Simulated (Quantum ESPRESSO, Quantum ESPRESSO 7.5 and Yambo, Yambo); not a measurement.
**Gap slopes of CaMoO4 (I4_1/a) from G0W0 (hydrostatic strain)**

Aim: the gap of CaMoO4 (I4_1/a) under hydrostatic strain, by PBEsol and G0W0.

Calculated with Quantum ESPRESSO 7.5 and Yambo 5.3.0; PBEsol and many-body steps on it, plane waves.

Report form: the programs' logs are mostly left out.

### 1. Starting point

The structure is tetragonal, space group I4_1/a (No. 88). Conventional cell: a = 5.224 Å, b = 5.224 Å, c = 11.428 Å, α = 90.00°, β = 90.00°, γ = 90.00°. Ca has 8 O at 2.44 to 2.47 Å nearest. Nearest to Mo lie 4 O at 1.77 Å. Nearest to O lie 1 Mo at 1.77 Å and 2 Ca at 2.44 to 2.47 Å. Farther neighbours and most contacts between anions are not listed.

The cell and positions come from the Crystallography Open Database and are kept as given unless a step says otherwise.

### 2. Ground state

This step: Quantum ESPRESSO 7.5; DFT, PBEsol, plane waves, norm-conserving pseudopotentials.

The ground-state density comes first.

Contents of pw.in:

```
&control
  calculation = 'scf'
  prefix = 'x'
  outdir = 'o'
  pseudo_dir = 'pseudo'
/
&system
  ibrav = 0
  nat = 12
  ntyp = 3
  ecutwfc = 72.0
  nbnd = 58
  force_symmorphic = .true.
/
&electrons
  conv_thr = 1e-10
  electron_maxstep = 80
  mixing_beta = 0.5
/
ATOMIC_SPECIES
  Ca 40.078 Ca.upf
  Mo 95.95 Mo.upf
  O 15.999 O.upf
CELL_PARAMETERS angstrom
  -2.6118000000 2.6118000000 5.7142500000
  2.6118000000 -2.6118000000 5.7142500000
  2.6118000000 2.6118000000 -5.7142500000
ATOMIC_POSITIONS crystal
  Ca 0.7500000000 0.2500000000 0.5000000000
  Ca 0.0000000000 0.0000000000 0.0000000000
  Mo 0.2500000000 0.7500000000 0.5000000000
  Mo 0.5000000000 0.5000000000 0.0000000000
  O 0.5777600000 0.9824600000 0.8914200000
  O 0.7324600000 0.3410400000 0.9047000000
  O 0.0910400000 0.6863400000 0.1085800000
  O 0.4363400000 0.8277600000 0.0953000000
  O 0.1722400000 0.2675400000 0.6085800000
  O 0.0175400000 0.9089600000 0.5953000000
  O 0.6589600000 0.5636600000 0.3914200000
  O 0.3136600000 0.4222400000 0.4047000000
K_POINTS automatic
  6 6 6 0 0 0
```

Run with:

```bash
$ OMP_NUM_THREADS=1 mpirun -n 8 pw.x -nk 8 -in pw.in > pw.out
```

Elapsed: 2.8 min, on 8 MPI ranks of Arm Neoverse V1, shared host; peak memory 1.6 GiB; 23 min of CPU time.

This step gave:

| Quantity | Value |
| --- | --- |
| total energy | -9529.5302 eV |
| gap | 3.443 eV |
| k of the valence top | 0, 0, 0 |
| k of the conduction bottom | 0, 0, 0 |
| least direct gap | 3.443 eV |

The gap is direct, at Γ.

### 3. Empty states on the mesh, 4×4×4 mesh, 154 bands

The sums over transitions need many empty states on a uniform mesh; this step solves for them.

pw.in: that of step 2 with these lines changed.

```diff
@@ -1,3 +1,3 @@
 &control
-  calculation = 'scf'
+  calculation = 'nscf'
   prefix = 'x'
@@ -11,3 +11,3 @@
   ecutwfc = 72.0
-  nbnd = 58
+  nbnd = 154
   force_symmorphic = .true.
@@ -15,5 +15,6 @@
 &electrons
-  conv_thr = 1e-10
+  conv_thr = 1e-9
   electron_maxstep = 80
-  mixing_beta = 0.5
+  diago_full_acc = .true.
+  diago_thr_init = 5e-6
 /
@@ -41,2 +42,2 @@
 K_POINTS automatic
-  6 6 6 0 0 0
+  4 4 4 0 0 0
```

Run with:

```bash
$ OMP_NUM_THREADS=1 mpirun -n 8 pw.x -nk 4 -in pw.in > pw.out
```

The job ended after 69 s (8 MPI ranks; peak memory 1.1 GiB).

Numbers from this step:

- gap: 3.443 eV
- k of the valence top: 0, 0, 0
- k of the conduction bottom: 0, 0, 0
- least direct gap: 3.443 eV
- k points computed: 14
- lowest point of the top converged band, above the valence top: 38.37 eV

On this mesh the gap is 3.443 eV.

### 4. Conversion and set-up

This step: Yambo 5.3.0; conversion and set-up on PBEsol, plane waves, norm-conserving pseudopotentials.

The states are converted to the many-body program's format and the q mesh is built.

Run with:

```bash
$ (cd o/x.save; p2y > p2y.log; mv SAVE ../..); yambo > setup.log
```

Run time: 4 s. Hardware: 1 MPI rank; peak memory 0.26 GiB.

### 5. G0W0, strain +0 %

Now the one-shot GW correction: screening in the RPA, then the self-energy of the levels asked for.

This step: G0W0 on PBEsol, plane waves, norm-conserving pseudopotentials.

Contents of gw1.in:

```
HF_and_locXC
gw0
dyson
ppa
em1d
rim_cut
RandQpts= 1000000
RandGvec= 1 RL
EXXRLvcs= 72 Ry
VXCRLvcs= 288 Ry
Chimod= "HARTREE"
% BndsRnXp
 1 | 154 |
%
NGsBlkXp= 6 Ry
% LongDrXp
 1 | 1 | 1 |
%
% GbndRnge
 1 | 154 |
%
DysSolver= "n"
ExtendOut
PPAPntXp= 27.21138 eV
% QPkrange
 1 | 1 | 47 | 50 |
%
```

Run with:

```bash
$ OMP_NUM_THREADS=2 mpirun -n 4 yambo -F gw1.in -J gw1 -C gw1 > gw1.log
```

It took 15 min on 4 MPI ranks; peak memory 10 GiB; 1.9 h of CPU time.

Numbers from this step:

* G0W0 gap on the points computed: 5.754 eV
* starting gap on the mesh: 3.443 eV
* k of the valence top: 0, 0, 0
* k of the conduction bottom: 0, 0, 0
* least direct G0W0 gap on the computed points: 5.754 eV
* Z at the valence top: 0.7806
* Z at the conduction bottom: 0.8187

The gap on the mesh goes from 3.44 eV to 5.75 eV, a correction of +2.31 eV.

### 6. G0W0, strain -1 %

The cell differs from the one that the last finished run ended in (a 6.804 → 6.736 Å, b 6.804 → 6.736 Å, c 6.804 → 6.736 Å).

Contents of gw2.in:

```
HF_and_locXC
gw0
dyson
ppa
em1d
rim_cut
RandQpts= 1000000
RandGvec= 1 RL
EXXRLvcs= 72 Ry
VXCRLvcs= 288 Ry
Chimod= "HARTREE"
% BndsRnXp
 1 | 154 |
%
NGsBlkXp= 261 RL
% LongDrXp
 1 | 1 | 1 |
%
% GbndRnge
 1 | 154 |
%
DysSolver= "n"
ExtendOut
PPAPntXp= 27.21138 eV
% QPkrange
 1 | 1 | 47 | 50 |
%
```

Run with:

```bash
$ OMP_NUM_THREADS=2 mpirun -n 4 yambo -F gw2.in -J gw2 -C gw2 > gw2.log
```

The job ended after 16 min (4 MPI ranks; peak memory 10 GiB; 2 h of CPU time).

This step gave:

* G0W0 gap on the points computed: 5.909 eV
* starting gap on the mesh: 3.579 eV
* k of the valence top: 0, 0, 0
* k of the conduction bottom: 0, 0, 0
* least direct G0W0 gap on the computed points: 5.909 eV

The gap on the mesh goes from 3.58 eV to 5.91 eV, a correction of +2.33 eV.

Ground state, empty states and screening of this cell were made anew, as for the first cell; those steps are not shown. 

### 7. G0W0, strain +1 %

The cell differs from the one that the last finished run ended in (a 6.736 → 6.872 Å, b 6.736 → 6.872 Å, c 6.736 → 6.872 Å).

Contents of gw3.in:

```
HF_and_locXC
gw0
dyson
ppa
em1d
rim_cut
RandQpts= 1000000
RandGvec= 1 RL
EXXRLvcs= 72 Ry
VXCRLvcs= 288 Ry
Chimod= "HARTREE"
% BndsRnXp
 1 | 154 |
%
NGsBlkXp= 261 RL
% LongDrXp
 1 | 1 | 1 |
%
% GbndRnge
 1 | 154 |
%
DysSolver= "n"
ExtendOut
PPAPntXp= 27.21138 eV
% QPkrange
 1 | 1 | 47 | 50 |
%
```

Run with:

```bash
$ OMP_NUM_THREADS=2 mpirun -n 4 yambo -F gw3.in -J gw3 -C gw3 > gw3.log
```

Wall time 16 min (4 MPI ranks); peak memory 11 GiB; 2 h of CPU time.

This step gave:

```yaml
g0w0_gap_on_the_points_computed: 5.603 eV
starting_gap_on_the_mesh: 3.311 eV
k_of_the_valence_top: 0, 0, 0
k_of_the_conduction_bottom: 0, 0, 0
least_direct_g0w0_gap_on_the_computed_points: 5.603 eV
```

The gap on the mesh goes from 3.31 eV to 5.60 eV, a correction of +2.29 eV.

Again on this cell's own states.

### 8. The series

One mesh (4×4×4), Godby-Needs plasmon pole, 154 bands in every cell; hydrostatic strain per length. Fractional positions are the same in all cells, though this structure has free coordinates, so these are clamped-ion slopes.

| strain (%) | PBEsol gap (eV) | G0W0 gap (eV) | least direct G0W0 gap (eV) | G0W0 edges |
| --- | --- | --- | --- | --- |
| -1 | 3.579 | 5.909 | 5.909 | Γ to Γ |
| +0 | 3.443 | 5.754 | 5.754 | Γ to Γ |
| +1 | 3.311 | 5.603 | 5.603 | Γ to Γ |

### 9. Summary of results

```
slope under compression      : −136 (PBEsol) and −155 (G0W0) meV per %
slope under tension          : −132 (PBEsol) and −151 (G0W0) meV per %
ions                         : clamped: fractional positions held
GW settings, unstrained cell : 4×4×4 mesh, 154 bands
known limits                 : not at the basis limit; no spin-orbit coupling
```

**Reading.** On the side of compression the slopes of gap against strain are −136 (PBEsol) and −155 (G0W0) meV per %. On the side of tension the slopes of gap against strain are −132 (PBEsol) and −151 (G0W0) meV per %. One line through all points gives volume deformation potentials of -4.46 eV (PBEsol) and -5.11 eV (G0W0). Gaps are read on the mesh, so a valley between its points is missed. Bands and cutoff are finite, so the gap is not at the basis limit. The miss can reach some tenths of an eV and take either sign; the mesh is an error of its own. In the G0W0 run levels were corrected at 1 k point alone, so a gap called «on the mesh» is the least over those, and an edge elsewhere would be missed. The many-body steps are scalar-relativistic: spin-orbit coupling is not in them.

[Paths, hosts, dates, memory and timing lines, banners, echoed tables and standing remarks are left out of the program output.]

[Logs are printed without paths, hosts, clocks, repeated set-up lines and the standing remarks that a program may print on its own settings, such as how far it seeks lower states.]

[Runs of the session that timed out or met a known fault of the program may be left out.]

[Hosts, paths, dates, database ids (printed as entryN), source tags and the programs' standing remarks are cut or masked in the printed files.]
